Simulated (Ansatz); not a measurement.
# C on Fe(100): change of the work function

Wanted: Δφ(θ) for C/Fe(100), starting from the hollow site.

Program: Ansatz 0.2.0. Level of theory: plane-wave DFT, PBE, Ansatz PAW, in the first sound run; inputs show where later runs differ. Results are calculated unless marked as measured.

## (1) Set-up

The cell holds 5 atoms: 5 Fe. Its edges and angles: a = 2.870 Å, b = 2.870 Å, c = 23.740 Å, α = 90.0°, β = 90.0°, γ = 90.0°. Vacuum lies along c.

## (2) The clean slab

The bare slab comes first, as the zero from which every change is counted. The two lowest layers are held at bulk places and the upper ones relax. The dipole correction removes the false field that a one-sided slab makes across the periodic vacuum, so each face gets a flat vacuum level of its own.

input.yaml

```yaml
crystal:
  lattice:
    - [2.87, 0.0, 0.0]
    - [0.0, 2.87, 0.0]
    - [0.0, 0.0, 23.74]
  atoms:
    - { symbol: Fe, position: [0.0, 0.0, 0.3791069924], spin: 2.5 }
    - { symbol: Fe, position: [0.5, 0.5, 0.4395534962], spin: 2.5 }
    - { symbol: Fe, position: [0.0, 0.0, 0.5], spin: 2.5 }
    - { symbol: Fe, position: [0.5, 0.5, 0.5604465038], spin: 2.5 }
    - { symbol: Fe, position: [0.0, 0.0, 0.6208930076], spin: 2.5 }
magnetization:
  spin_polarized: true
kpoints:
  mp_grid: { grid: [10, 10, 1] }
hamiltonian:
  xc: pbe
scf:
  occupations: { method: fermi_dirac, width: 0.1 }
  convergence: { dr2_threshold: 1.0e-08 }
efield:
  axis: 3
  dipole_correction: true
  ramp_position: 0.97
  ramp_width: 0.06
relax:
  f_tol: 0.02
  max_steps: 60
  constraints: [{ sites: [0, 1] }]
output:
  write_potential: true
  write_density: true
  volumetric_format: npy
```

Command:

```bash
$ ansatz run input.yaml --threads 4 --pin off --max-ram 12288MiB --backend cpu --events-out ev --progress --plain --runs-dir out
```

Numbers of over 12 decimals in the logs are rounded to 6 here.

Output:

```text
Engine: ansatz 0.2.0, aarch64-unknown-linux-gnu
Pseudopotentials: kind: paw
Pseudopotential: Fe, paw, valence charge 16, recommended cutoff 420 eV (normal), Fe.paw.azcp
Functional definition: PBE
  parameter kappa = 0.804
  parameter beta = 0.066725
  exchange = pbe_x(kappa = kappa, mu = beta*pi^2/3)
  correlation = pbe_c(beta = beta)
Crystal: 5 atoms, lattice volume = 195.544 Å³
Basis set: ecut = 420 eV, 3827 PW (Γ), exchange–correlation on 40×40×320 points (8 copies of the dense FFT grid, shifted against one another)
Bands: 56, of which v1, the nominal top of the filled ones, is band 40 counted from 1 (39 counted from 0)
Symmetry: 8 space group operations
k-points: 21 of 100
Non-local potential: Fe, projectors of the file, l = 0: 3, l = 1: 2, l = 2: 3, l = 3: 1
PAW form: soft (Blöchl's): semilocal exchange-correlation on the pseudo side does not see the compensation charge
PAW one-centre angular grid: Fe, 590 points (default); XC on 64 Gauss nodes
Initial density: superposition of atomic densities (neutral atoms: chi_scale 0, normalization atom)
Starting moments: Σ|m| = 12.5 μB on 5 of 5 sites
Initial wavefunctions: pseudopotential atomic-orbital guess
Functional: x = pbe(κ = 0.804, μ = 0.219515), c = pbe(β = 0.066725)
SCF iter   1: F=—  HF=-22399.003503 eV  |F-HF|=—  |Δ(HF+E_count)|=         —  Δρ=4.37e-2 (↑1.80e-2 ↓4.37e-2)  dr2=1.35e1  dr2_m=1.15e0  M=12.634 μB ∫|m|=12.767 μB  β_m=1.00  ethr=3.10e-3  p=0.000 e·Å  D=1.02e-13 V/Å  ΔV_dip=-0.00 eV  dr2_dipole=4.20e-8  V_vac-E_F(+/−)=7.33/7.33 eV  ⟨swp⟩=10.5  Hψ=12217  notcnv=0  defer=27
Mixer restart at iter 1: flushing history
efield: sawtooth ramp at fractional position 0.9700 (set: `efield.ramp_position`, or a place that a band, a saddle search or an elastic batch's reference lends), width 0.0600; the density the first Hamiltonian is built on has a dipole p = 0.000 e·Å; the dipole correction subtracts the counter field D = 1.02e-13 V/Å, which shifts the + side's vacuum level by -0.00 eV against the − side's; the planar-averaged density in the ramp window peaks in size at 5.2e-7 e/Å³
preconditioner: auto → LDOS  [metal: Δε(μ)=0.007 eV  Ē_g=6.349 eV  σ=0.100 eV  W_gap=0.02  n_scr=44 (ndim 8)  ℏωp=16.8 eV  f_vac=0.612  D(μ)=7.07/eV (n_scr^D=62)]
spin=Collinear: LDOS preconditioning applied to the charge; magnetization (m = ρ↑ − ρ↓) channel mixes plain (no charge-response kernel on spin).
SCF iter   2: F=—  HF=-22397.245950 eV  |F-HF|=—  |Δ(HF+E_count)|=    1.76e0  Δρ=1.34e-2 (↑1.34e-2 ↓1.11e-2)  dr2=2.59e0  dr2_m=1.32e-1  M=12.888 μB ∫|m|=13.263 μB  β_m=0.36  ethr=3.10e-3  p=-0.000 e·Å  D=-2.88e-6 V/Å  ΔV_dip=0.00 eV  dr2_dipole=3.54e-10  V_vac-E_F(+/−)=5.73/5.73 eV  ⟨swp⟩=3.1  Hψ=4350  notcnv=0  defer=109
density mixer auto → msr1: a metal under ldos (density of states about μ 2.82 of a free-electron gas's, 44 screened modes)
SCF iter   3: F=—  HF=-22398.654338 eV  |F-HF|=—  |Δ(HF+E_count)|=    1.41e0  Δρ=6.93e-3 (↑6.93e-3 ↓4.42e-3)  dr2=2.25e-1  dr2_m=2.80e-2  M=12.936 μB ∫|m|=13.432 μB  β_m=0.46  ethr=3.10e-3  p=-0.000 e·Å  D=-2.69e-6 V/Å  ΔV_dip=0.00 eV  dr2_dipole=1.02e-10  V_vac-E_F(+/−)=4.59/4.59 eV  ⟨swp⟩=2.8  Hψ=3467  notcnv=0  defer=109
SCF iter   4: F=—  HF=-22399.651566 eV  |F-HF|=—  |Δ(HF+E_count)|=         —  Δρ=7.29e-3 (↑7.29e-3 ↓5.75e-3)  dr2=4.31e-2  dr2_m=6.48e-2  M=13.322 μB ∫|m|=13.873 μB  β_m=0.46  ethr=2.81e-4  p=-0.000 e·Å  D=-2.74e-6 V/Å  ΔV_dip=0.00 eV  dr2_dipole=8.19e-10  V_vac-E_F(+/−)=3.98/3.98 eV  ⟨swp⟩=3.2  Hψ=4234  notcnv=0  defer=104
SCF iter   5: F=—  HF=-22399.843925 eV  |F-HF|=—  |Δ(HF+E_count)|=   1.92e-1  Δρ=3.26e-3 (↑3.26e-3 ↓2.72e-3)  dr2=1.19e-2  dr2_m=1.36e-2  M=13.297 μB ∫|m|=13.869 μB  β_m=0.64  ethr=5.39e-5  p=0.000 e·Å  D=1.58e-7 V/Å  ΔV_dip=-0.00 eV  dr2_dipole=1.92e-10  V_vac-E_F(+/−)=3.79/3.79 eV  ⟨swp⟩=2.6  Hψ=4896  notcnv=0  defer=103
SCF iter   6: F=—  HF=-22399.878917 eV  |F-HF|=—  |Δ(HF+E_count)|=   3.50e-2  Δρ=2.03e-3 (↑2.03e-3 ↓1.44e-3)  dr2=5.84e-3  dr2_m=3.98e-3  M=13.344 μB ∫|m|=13.919 μB  β_m=0.73  ethr=1.49e-5  p=0.000 e·Å  D=4.60e-7 V/Å  ΔV_dip=-0.00 eV  dr2_dipole=5.46e-12  V_vac-E_F(+/−)=3.83/3.83 eV  ⟨swp⟩=2.6  Hψ=4731  notcnv=0  defer=105
SCF iter   7: F=—  HF=-22399.879975 eV  |F-HF|=—  |Δ(HF+E_count)|=   1.06e-3  Δρ=5.22e-4 (↑5.22e-4 ↓3.80e-4)  dr2=5.49e-4  dr2_m=1.84e-4  M=13.333 μB ∫|m|=13.913 μB  β_m=0.76  ethr=7.30e-6  p=0.000 e·Å  D=4.57e-7 V/Å  ΔV_dip=-0.00 eV  dr2_dipole=3.33e-14  V_vac-E_F(+/−)=3.82/3.82 eV  ⟨swp⟩=2.1  Hψ=4009  notcnv=0  defer=105
SCF iter   8: F=—  HF=-22399.880296 eV  |F-HF|=—  |Δ(HF+E_count)|=   3.21e-4  Δρ=2.47e-4 (↑2.47e-4 ↓2.37e-4)  dr2=2.20e-4  dr2_m=3.22e-5  M=13.336 μB ∫|m|=13.918 μB  β_m=0.72  ethr=6.87e-7  p=0.000 e·Å  D=2.62e-7 V/Å  ΔV_dip=-0.00 eV  dr2_dipole=1.33e-11  V_vac-E_F(+/−)=3.83/3.83 eV  ⟨swp⟩=3.4  Hψ=4943  notcnv=0  defer=106
SCF iter   9: F=—  HF=-22399.880313 eV  |F-HF|=—  |Δ(HF+E_count)|=   1.73e-5  Δρ=9.58e-5 (↑8.22e-5 ↓9.58e-5)  dr2=2.78e-5  dr2_m=8.75e-6  M=13.339 μB ∫|m|=13.921 μB  β_m=0.86  ethr=2.75e-7  p=0.000 e·Å  D=8.24e-8 V/Å  ΔV_dip=-0.00 eV  dr2_dipole=1.96e-11  V_vac-E_F(+/−)=3.83/3.83 eV  ⟨swp⟩=2.1  Hψ=3752  notcnv=0  defer=110
SCF iter  10: F=—  HF=-22399.880329 eV  |F-HF|=—  |Δ(HF+E_count)|=   1.57e-5  Δρ=6.14e-5 (↑6.14e-5 ↓2.52e-5)  dr2=1.06e-5  dr2_m=1.01e-6  M=13.340 μB ∫|m|=13.922 μB  β_m=0.75  ethr=3.47e-8  p=0.000 e·Å  D=9.23e-8 V/Å  ΔV_dip=-0.00 eV  dr2_dipole=3.20e-11  V_vac-E_F(+/−)=3.83/3.83 eV  ⟨swp⟩=2.1  Hψ=4072  notcnv=0  defer=110
SCF iter  11: F=—  HF=-22399.880327 eV  |F-HF|=—  |Δ(HF+E_count)|=   2.05e-6  Δρ=3.46e-5 (↑3.46e-5 ↓2.11e-5)  dr2=3.10e-6  dr2_m=4.92e-7  M=13.340 μB ∫|m|=13.922 μB  β_m=0.69  ethr=1.32e-8  p=-0.000 e·Å  D=-5.77e-9 V/Å  ΔV_dip=0.00 eV  dr2_dipole=6.91e-12  V_vac-E_F(+/−)=3.83/3.83 eV  ⟨swp⟩=2.4  Hψ=3919  notcnv=0  defer=110
SCF iter  12: F=—  HF=-22399.880327 eV  |F-HF|=—  |Δ(HF+E_count)|=   2.25e-7  Δρ=4.89e-6 (↑4.75e-6 ↓4.89e-6)  dr2=6.17e-8  dr2_m=2.70e-8  M=13.340 μB ∫|m|=13.922 μB  β_m=0.84  ethr=3.87e-9  p=0.000 e·Å  D=3.88e-8 V/Å  ΔV_dip=-0.00 eV  dr2_dipole=3.63e-12  V_vac-E_F(+/−)=3.84/3.84 eV  ⟨swp⟩=2.8  Hψ=3784  notcnv=0  defer=108
SCF iter  13: F=—  HF=-22399.880327 eV  |F-HF|=—  |Δ(HF+E_count)|=   9.23e-8  Δρ=1.66e-6 (↑1.66e-6 ↓1.08e-6)  dr2=9.88e-9  dr2_m=1.96e-9  M=13.340 μB ∫|m|=13.922 μB  β_m=0.87  ethr=7.72e-11  p=-0.000 e·Å  D=-4.16e-8 V/Å  ΔV_dip=0.00 eV  dr2_dipole=3.81e-12  V_vac-E_F(+/−)=3.84/3.84 eV  ⟨swp⟩=3.0  Hψ=4409  notcnv=0  defer=108
[...]
spin=Collinear: LDOS preconditioning applied to the charge; magnetization (m = ρ↑ − ρ↓) channel mixes plain (no charge-response kernel on spin).
SCF iter   2: F=—  HF=-22399.901306 eV  |F-HF|=—  |Δ(HF+E_count)|=   5.65e-3  Δρ=7.65e-4 (↑7.18e-4 ↓7.65e-4)  dr2=5.65e-3  dr2_m=1.54e-4  M=13.227 μB ∫|m|=13.785 μB  β_m=0.32  ethr=2.71e-5  p=0.001 e·Å  D=5.24e-4 V/Å  ΔV_dip=-0.01 eV  dr2_dipole=6.35e-4  V_vac-E_F(+/−)=3.82/3.83 eV  ⟨swp⟩=2.0  Hψ=3723  notcnv=0  defer=107
density mixer auto → msr1: a metal under ldos (density of states about μ 2.50 of a free-electron gas's, 44 screened modes)
SCF iter   3: F=—  HF=-22399.900967 eV  |F-HF|=—  |Δ(HF+E_count)|=   3.39e-4  Δρ=7.20e-4 (↑7.20e-4 ↓3.88e-4)  dr2=1.64e-3  dr2_m=3.29e-4  M=13.224 μB ∫|m|=13.780 μB  β_m=0.59  ethr=7.06e-6  p=0.001 e·Å  D=5.33e-4 V/Å  ΔV_dip=-0.01 eV  dr2_dipole=2.23e-4  V_vac-E_F(+/−)=3.82/3.83 eV  ⟨swp⟩=1.4  Hψ=2453  notcnv=0  defer=108
SCF iter   4: F=—  HF=-22399.901537 eV  |F-HF|=—  |Δ(HF+E_count)|=   5.70e-4  Δρ=3.39e-4 (↑3.39e-4 ↓1.78e-4)  dr2=2.35e-4  dr2_m=1.05e-4  M=13.220 μB ∫|m|=13.775 μB  β_m=0.69  ethr=2.05e-6  p=-0.000 e·Å  D=-7.02e-5 V/Å  ΔV_dip=0.00 eV  dr2_dipole=7.90e-5  V_vac-E_F(+/−)=3.83/3.83 eV  ⟨swp⟩=2.0  Hψ=3512  notcnv=0  defer=108
SCF iter   5: F=—  HF=-22399.901521 eV  |F-HF|=—  |Δ(HF+E_count)|=   1.63e-5  Δρ=1.20e-4 (↑8.78e-5 ↓1.20e-4)  dr2=3.60e-5  dr2_m=8.21e-6  M=13.220 μB ∫|m|=13.776 μB  β_m=0.72  ethr=2.94e-7  p=-0.001 e·Å  D=-6.31e-4 V/Å  ΔV_dip=0.01 eV  dr2_dipole=3.01e-7  V_vac-E_F(+/−)=3.85/3.83 eV  ⟨swp⟩=2.5  Hψ=4012  notcnv=0  defer=108
SCF iter   6: F=—  HF=-22399.901529 eV  |F-HF|=—  |Δ(HF+E_count)|=   8.21e-6  Δρ=1.37e-4 (↑1.37e-4 ↓4.35e-5)  dr2=3.25e-5  dr2_m=8.16e-6  M=13.219 μB ∫|m|=13.774 μB  β_m=0.62  ethr=4.50e-8  p=-0.001 e·Å  D=-8.22e-4 V/Å  ΔV_dip=0.02 eV  dr2_dipole=1.75e-6  V_vac-E_F(+/−)=3.85/3.83 eV  ⟨swp⟩=2.6  Hψ=4456  notcnv=0  defer=107
SCF iter   7: F=—  HF=-22399.901519 eV  |F-HF|=—  |Δ(HF+E_count)|=   1.03e-5  Δρ=2.52e-5 (↑2.52e-5 ↓1.43e-5)  dr2=9.01e-7  dr2_m=5.91e-7  M=13.220 μB ∫|m|=13.774 μB  β_m=0.75  ethr=4.06e-8  p=-0.001 e·Å  D=-9.66e-4 V/Å  ΔV_dip=0.02 eV  dr2_dipole=1.26e-7  V_vac-E_F(+/−)=3.85/3.83 eV  ⟨swp⟩=2.4  Hψ=3818  notcnv=0  defer=107
SCF iter   8: F=—  HF=-22399.901519 eV  |F-HF|=—  |Δ(HF+E_count)|=   3.88e-7  Δρ=1.53e-5 (↑1.53e-5 ↓1.23e-5)  dr2=8.67e-7  dr2_m=1.17e-7  M=13.220 μB ∫|m|=13.774 μB  β_m=0.63  ethr=1.13e-9  p=-0.001 e·Å  D=-1.03e-3 V/Å  ΔV_dip=0.02 eV  dr2_dipole=2.45e-8  V_vac-E_F(+/−)=3.86/3.83 eV  ⟨swp⟩=2.6  Hψ=4448  notcnv=0  defer=107
SCF iter   9: F=—  HF=-22399.901519 eV  |F-HF|=—  |Δ(HF+E_count)|=   8.38e-8  Δρ=4.37e-6 (↑2.92e-6 ↓4.37e-6)  dr2=6.66e-8  dr2_m=1.32e-8  M=13.220 μB ∫|m|=13.774 μB  β_m=0.62  ethr=1.08e-9  p=-0.001 e·Å  D=-1.05e-3 V/Å  ΔV_dip=0.02 eV  dr2_dipole=5.86e-9  V_vac-E_F(+/−)=3.86/3.83 eV  ⟨swp⟩=2.2  Hψ=3660  notcnv=0  defer=107
SCF iter  10: F=—  HF=-22399.901519 eV  |F-HF|=—  |Δ(HF+E_count)|=   1.79e-8  Δρ=3.84e-6 (↑3.84e-6 ↓1.51e-6)  dr2=3.15e-8  dr2_m=3.97e-9  M=13.220 μB ∫|m|=13.774 μB  β_m=0.51  ethr=8.32e-11  p=-0.001 e·Å  D=-1.05e-3 V/Å  ΔV_dip=0.02 eV  dr2_dipole=2.77e-10  V_vac-E_F(+/−)=3.86/3.83 eV  ⟨swp⟩=2.7  Hψ=4182  notcnv=0  defer=107
SCF iter  11: F=—  HF=-22399.901519 eV  |F-HF|=—  |Δ(HF+E_count)|=   7.20e-9  Δρ=7.34e-7 (↑7.34e-7 ↓6.39e-7)  dr2=1.19e-9  dr2_m=3.53e-10  M=13.220 μB ∫|m|=13.774 μB  β_m=0.50  ethr=3.93e-11  p=-0.001 e·Å  D=-1.06e-3 V/Å  ΔV_dip=0.03 eV  dr2_dipole=1.50e-12  V_vac-E_F(+/−)=3.86/3.83 eV  ⟨swp⟩=2.6  Hψ=3973  notcnv=0  defer=107
SCF iter  12: F=-22399.901519 eV  HF=-22399.901519 eV  |F-HF|=2.99e-9  |Δ(HF+E_count)|=   6.75e-9  Δρ=1.27e-6 (↑3.93e-7 ↓1.27e-6)  dr2=7.26e-9  dr2_m=5.34e-10  M=13.220 μB ∫|m|=13.774 μB  ethr=1.49e-12  p=-0.001 e·Å  D=-1.05e-3 V/Å  ΔV_dip=0.03 eV  dr2_dipole=5.10e-10  V_vac-E_F(+/−)=3.86/3.83 eV  ⟨swp⟩=5.6  Hψ=12911  notcnv=0
SCF 3 converged in 12 iterations: F = -22399.901519 eV  dr2 = 7.26e-9
relax step   3: F+E_penalty+E_count = -22399.90151905 eV  Δ(F+E_penalty+E_count) = -6.180e-3 eV  max|allowed force component| = 1.748e-2 eV/Å  Δτ_max = 0.0544 Å  (12 SCF iters, accepted)
NSCF: frozen V_eff on 21 k-points
the band table was solved once a step of the walk had ended and its energy, with any forces and stress, was formed, with the checks that follow a solve (13246 applications of the Hamiltonian). They found nothing against the state; the energy, forces and stress were not computed again (output.eigenvalues in the input reference)
WARN: The output density's exchange-correlation potential varies sharply where the density is thin. Do not read a vacuum level from v_tot or v_xc, or from such a field of the output density. On a cell that repeats whose density bears no net charge and no dipole along the vacuum's axis use v_es (v_loc + v_h of the components); under efield.dipole_correction with no amplitude use v_es + v_field, which holds any externa [...]
SCF converged after 12 iterations
Magnetization: 13.2196 μB (46.6098 up, 33.3902 down)
Absolute magnetization: 13.7748 μB (∫|ρ↑−ρ↓|, with the PAW one-centre terms)
Spin contamination: 0.2269 ħ² per cell (⟨S²⟩ above its minimum at these occupations)
Per-site moments (μB) at R_I (Å): [(2.971256, 1.025266), (2.378410, 1.021198), (2.502540, 1.021198), (2.306174, 1.004049), (2.917643, 1.004049)]
Free energy (F): -22399.901519 eV
Harris-Foulkes:  -22399.901519 eV  (|F-HF|=2.99e-9)
Internal energy: -22399.717438 eV  (E = F + TS)
E sigma→0 (E₀):  -22399.809479 eV
Entropy (-TS):   -0.184081 eV (-36.816 meV/atom)
Fermi energy:    2.830636 eV
Dipole field:    D = -0.001086 V/Å  (p = -0.001173 e·Å, saw-weighted, corrected)
Work function:   Φ+ = 3.8562 eV   Φ− = 3.8304 eV
Levels:          The Fermi level and band energies are counted from a zero that moves with the ramp; work functions are not
--- Per-component energies (eV) ---
  E_band       = -2318.881931
  E_kinetic    = 1740.074507
  E_local      = -149140.443791  (includes V_loc(G=0)·N_el)
  E_nonlocal   = 1108.494206
  E_hartree    = 73116.063402
  E_xc         = -582.133596
  E_vxc        = -749.021399  (∫ρ·V_xc dr)
  E_paw        = -6841.218724  (= ΣΔE_a)
  E_vpaw       = -1510.109344  (= ΣTr[D̂ρ^β])
  E_aug_tail   = 0.004031  (compensation charges beyond the density's cutoff)
  E_efield     = 0.000001  (sawtooth field / dipole correction)
  E_vefield    = -0.002345  (∫n·V_field dr)
  E_ewald      = 58199.442526
  E_smearing   = -0.184081  (= −TS)
  E_closure    = -0.000000  (closes the sum)
  Σ components = -22399.901519   (vs F -22399.901519, Δ=0.00e0)
--- Forces (eV/Å), atoms counted from 1 ---
  atom   1  Fe     0.00000000     0.00000000     0.44641193
  atom   2  Fe     0.00000000     0.00000000    -0.44525862
  atom   3  Fe     0.00000000     0.00000000    -0.00422702
  atom   4  Fe     0.00000000     0.00000000    -0.01439275
  atom   5  Fe     0.00000000     0.00000000     0.01747691
  max |Σ_I F_I| component: 1.05e-5 eV/Å
--- Band table (eV; the first three rows and the last of 42) ---
  k-point 0 ↑: bands = [... 36 lower, 0.7054, 0.8088, 0.9244, 1.2657, 1.4139, 1.4694, 1.4694, 1.8781, ... 12 higher]
  k-point 1 ↑: bands = [... 36 lower, 0.9404, 0.9430, 0.9953, 1.1268, 1.4384, 1.4458, 1.7296, 1.8519, ... 12 higher]
  k-point 2 ↑: bands = [... 36 lower, 1.0355, 1.0810, 1.1540, 1.3622, 1.4440, 1.4691, 1.8594, 1.8829, ... 12 higher]
  k-point 20 ↓: bands = [... 36 lower, 4.1769, 4.5081, 4.6201, 4.6580, 4.6787, 4.7452, 4.7685, 4.8144, ... 12 higher]
--- Relaxed structure (3 steps of the walk, 3 accepted, 0 SCFs on fresh bases) ---
  F+E_penalty+E_count = -22399.90151905 eV   max|allowed force component| = 1.748e-2 eV/Å
  atoms:
    - { symbol: Fe, position: [0.0, 0.0, 0.3791069924] }
    - { symbol: Fe, position: [0.5, 0.5, 0.4395534962] }
    - { symbol: Fe, position: [0, 0.0, 0.499278] }
    - { symbol: Fe, position: [0.5, 0.5, 0.559881] }
    - { symbol: Fe, position: [0, 0.0, 0.616492] }
```

The job ended after 53 s (4 threads of Arm Neoverse V1, shared host; peak memory 0.73 GiB; 3.4 min of CPU time).

The steps of the relaxation:

```tsv
step	energy less that of the first step (eV)	largest force component (eV/Å)
1	0.0000	0.4526
2	-0.0150	0.2499
3	-0.0212	0.0175
```

The run keeps the 8 symmetry operations that it works with, so distortions that break them were not tested.

The atoms that moved most (Å):

```tsv
atom	dx	dy	dz	length
Fe5	0.000	0.000	-0.104	0.104
Fe3	0.000	0.000	-0.017	0.017
Fe4	0.000	0.000	-0.013	0.013
```

The relaxed structure:

```xyz
5
Lattice="2.8700 0.0000 0.0000 0.0000 2.8700 0.0000 0.0000 0.0000 23.7400" Properties=species:S:1:pos:R:3
Fe    0.0000    0.0000    9.0000
Fe    1.4350    1.4350   10.4350
Fe    0.0000    0.0000   11.8529
Fe    1.4350    1.4350   13.2916
Fe    0.0000    0.0000   14.6355
```

Numbers from this step:

```yaml
energy_at_zero_smearing: -22399.8095 eV
total_moment: 13.22 μB
site_moments: 2.971, 2.378, 2.503, 2.306, 2.918 μB
work_function_upper_face: 3.856 eV
work_function_lower_face: 3.830 eV
dipole_along_the_normal: -0.001173 e·Å
step_between_the_vacuum_levels: 0.02578 eV
```

Running mean over 1.435 Å of the planar mean; the ramp of the sawtooth is left out. The electron's electrostatic potential energy less the Fermi level by z:

```tsv
z (Å)	electron's electrostatic potential energy less the Fermi level (eV)
3.0	3.83
3.5	3.83
4.0	3.83
4.5	3.83
5.0	3.83
5.5	3.82
6.0	3.79
6.5	3.70
7.0	3.41
7.5	2.41
8.0	-0.871
8.5	-5.84
9.0	-9.01
9.5	-9.59
10.0	-9.60
10.5	-9.62
11.0	-9.71
11.5	-9.67
12.0	-9.56
12.5	-9.52
13.0	-9.63
13.5	-10.2
14.0	-10.5
14.5	-9.82
15.0	-7.06
15.5	-2.15
16.0	1.87
16.5	3.28
17.0	3.68
17.5	3.80
18.0	3.84
18.5	3.85
19.0	3.85
19.5	3.86
20.0	3.86
20.5	3.86
```

Site moment by atom:

```tsv
atom	site moment (μB)
Fe1	2.97
Fe2	2.38
Fe3	2.50
Fe4	2.31
Fe5	2.92
```

The relaxation took 3 steps and lowered the energy by 0.021 eV; the largest force on the free atoms ends at 0.017 eV/Å.

The work function of the upper face is 3.86 eV.

(Continued in part 2 of 5.)

[Logs are printed without paths, hosts, clocks, repeated set-up lines and the standing remarks that a program may print on its own settings, such as how far it seeks lower states.]

[Hosts, paths, dates, database ids (printed as entryN), source tags and the programs' standing remarks are cut or masked in the printed files.]

[Maps of the electrostatic potential energy from Ansatz leave out the sawtooth potential of an applied field or a dipole correction, so their vacuum need not be flat; planar profiles and work functions include it.]
